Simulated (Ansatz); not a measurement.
In doubt: masses and optical values from hybrid runs of this build are listed as unsure, which bears on the screening that GW takes from such a start.

Rows from a G0W0 calculation on WS2 (layered bulk) (P6_3/mmc) (Ansatz 0.2.0; G0W0 on HSE06, plane waves, PAW; PAW set soft_1; 9×9×2 mesh, 191 empty bands, screening to 90 eV, PAW set soft_1 files), in eV. Spin-orbit coupling is left out.

| row | k | band | start | Σx | Σc at the solution | Vxc |
| --- | --- | --- | --- | --- | --- | --- |
| A | (0.111, 0.222, 0.000) | c2 | 15.236 | -14.190 | -3.978 | -18.423 |
| B | Γ | v1 | 12.783 | -19.566 | 0.642 | -19.149 |
| C | (0.111, 0.222, 0.000) | v1 | 10.839 | -19.494 | 1.417 | -18.363 |
| D | Γ | v2 | 11.206 | -19.034 | 2.041 | -17.190 |
| E | (0.111, 0.222, 0.000) | c1 | 14.118 | -13.194 | -3.530 | -16.956 |
| F | Γ | c1 | 15.600 | -13.810 | -3.726 | -17.790 |

Question: Work out each quasiparticle level and how far it moved.

The quasiparticle equation reads E = start + Σx + Σc(E) − Vxc.

| row | E (eV) | shift (eV) |
| --- | --- | --- |
| A | 15.491 | +0.255 |
| B | 13.008 | +0.225 |
| C | 11.124 | +0.286 |
| D | 11.403 | +0.197 |
| E | 14.349 | +0.232 |
| F | 15.854 | +0.253 |

The gap over the computed points goes from 1.33 eV to 1.34 eV.

Limits: not at the basis limit; no spin-orbit coupling.

[Runs of the session that timed out or met a known fault of the program may be left out.]

[Cells called generated may have been cut or substituted from an entry of the Crystallography Open Database or the Materials Project.]

[Hosts, paths, dates, database ids (printed as entryN), source tags and the programs' standing remarks are cut or masked in the printed files.]
